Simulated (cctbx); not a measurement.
**X-rays or neutrons for the lightest atoms?**

Cell a = 7.2030 Å, b = 7.5700 Å, c = 10.4990 Å, α = 90.00°, β = 90.00°, γ = 90.00°; space group Imma (no. 74); content Sn4 Cr4 S16 Li4. The heavier atoms are placed; Li is still missing.

Simulated single-crystal data (cctbx): Ag Kα, λ = 0.56087 Å, to d = 0.65 Å, 70 % of the full sphere, strongest reflection 5000 counts, noise from counting, a 1.5 % proportional error and a noise floor of 4 counts (s.d.); no absorption.

Refinement without Li (map in e/Å³):

```text
Rint 0.052, 620 unique reflections to 0.65 A
cycle     R1     wR2    GooF  max shift (A)
   1  0.1502  0.2839   6.354   0.02963
   2  0.0331  0.0659   1.475   0.00000
final R1 0.0331 wR2 0.0659 GooF 1.475  parameters 8  data/parameter 77.5
atom        x        y        z      Ueq    occ   su(xyz)  su(Uiso or U11)
Sn1    0.00000  0.00000  0.00000   0.0074  1.000  0.00000  0.0001
Cr1    0.25000  0.25000  0.25000   0.0098  1.000  0.00000  0.0002
S1     0.23476  0.25000  0.01134   0.0114  1.000  0.00017  0.0002
S2     0.50000  0.96501  0.74649   0.0121  1.000  0.00018  0.0002
difference map: max 8.08 min -1.27 rms 0.37
Q1    0.0000  0.2500  0.6260    4    8.08  2.39 A from S1
Q2    0.0000  0.2500  0.3714    4    1.72  2.09 A from S2
Q3    0.2203  0.2500  0.6365    8    1.30  1.59 A from S1
Q4    0.0935  0.2500  0.2244    8    1.18  1.16 A from Cr1
Q5    0.1920  0.2500  0.0917    8    1.17  0.90 A from S1
Q6    0.2033  0.2500  0.5733    8    1.14  0.99 A from S1
Q7    0.0000  0.2500  0.7583    4    1.06  2.16 A from S2
Q8    0.0000  0.0686  0.3266    8    1.00  0.88 A from S2
```

Simulated single-crystal data (cctbx): neutrons of λ = 1.17 Å, to d = 0.8 Å, 70 % of the full sphere, strongest reflection 5000 counts, noise from counting, a 1.5 % proportional error and a noise floor of 4 counts (s.d.); no absorption.

Refinement without Li (map in fm/Å³; only maxima are listed):

```text
Rint 0.034, 342 unique reflections to 0.80 A
cycle     R1     wR2    GooF  max shift (A)
   1  0.2202  0.4094  12.562   0.04658
   2  0.1880  0.3196   9.807   0.00001
final R1 0.1880 wR2 0.3196 GooF 9.807  parameters 8  data/parameter 42.8
atom        x        y        z      Ueq    occ   su(xyz)  su(Uiso or U11)
Sn1    0.00000  0.00000  0.00000   0.0074  1.000  0.00000  0.0012
Cr1    0.25000  0.25000  0.25000   0.0086  1.000  0.00000  0.0017
S1     0.23404  0.25000  0.01084   0.0092  1.000  0.00085  0.0015
S2     0.50000  0.96511  0.74610   0.0126  1.000  0.00084  0.0017
difference map: max 2.02 min -9.43 rms 0.36
Q1    0.0000  0.2500  0.1252    4    2.04  2.06 A from S2
Q2    0.0000  0.0000  0.0000    4    1.97  0.00 A from Sn1
Q3    0.0000  0.0470  0.2440    8    1.15  0.09 A from S2
Q4    0.0000  0.1821  0.5715    8    1.03  2.16 A from S1
Q5    0.0000  0.2500  0.7003    4    0.91  2.23 A from S2
Q6    0.2500  0.2500  0.2500    4    0.81  0.00 A from Cr1
Q7    0.2160  0.2500  0.6346    8    0.78  1.57 A from S1
Q8    0.0833  0.2000  0.6111   16    0.75  1.87 A from S1
```

**Question.** Where is Li, and which data fix it better?

Li sits at (1/2, 1/4, 0.8747). Adding it takes R1 from 0.033 to 0.019 with X-rays and from 0.188 to 0.015 with neutrons. Its largest coordinate s.u. is 0.00089 with X-rays and 0.00014 with neutrons, so neutrons fix it better in these data. In the X-ray map Q1 marks it. No listed neutron peak is on it. Natural Li has a negative scattering length, so it shows as a hole in the neutron map (minimum -9.4), not among the maxima.

Final neutron refinement:

```text
Rint 0.034, 342 unique reflections to 0.80 A
cycle     R1     wR2    GooF  max shift (A)
   1  0.1350  0.2677   8.240   0.05280
   2  0.0147  0.0296   0.911   0.00000
final R1 0.0147 wR2 0.0296 GooF 0.911  parameters 10  data/parameter 34.2
atom        x        y        z      Ueq    occ   su(xyz)  su(Uiso or U11)
Sn1    0.00000  0.00000  0.00000   0.0074  1.000  0.00000  0.0001
Cr1    0.25000  0.25000  0.25000   0.0101  1.000  0.00000  0.0002
S1     0.23466  0.25000  0.01148   0.0116  1.000  0.00008  0.0001
S2     0.50000  0.96502  0.74677   0.0120  1.000  0.00007  0.0001
Li1    0.50000  0.25000  0.87451   0.0166  1.000  0.00014  0.0003
difference map: max 0.18 min -0.17 rms 0.04
Q1    0.0000  0.1790  0.8350    8    0.18  1.83 A from S2
Q2    0.2500  0.0063  0.2500    8    0.16  1.81 A from S2
Q3    0.1999  0.2500  0.2084    8    0.15  0.57 A from Cr1
Q4    0.0000  0.1878  0.0209    8    0.15  1.44 A from Sn1
Q5    0.1332  0.1314  0.0517   16    0.12  1.23 A from S1
Q6    0.0000  0.0959  0.1195    8    0.12  1.41 A from S2
```

The model was made for the exercise: a known structure type with other elements put in, its volume estimated, not relaxed; displacement parameters are assumed.

[Middle refinement cycles are left out of these outputs.]

[Logs are printed without paths, hosts, clocks, repeated set-up lines and the standing remarks that a program may print on its own settings, such as how far it seeks lower states.]
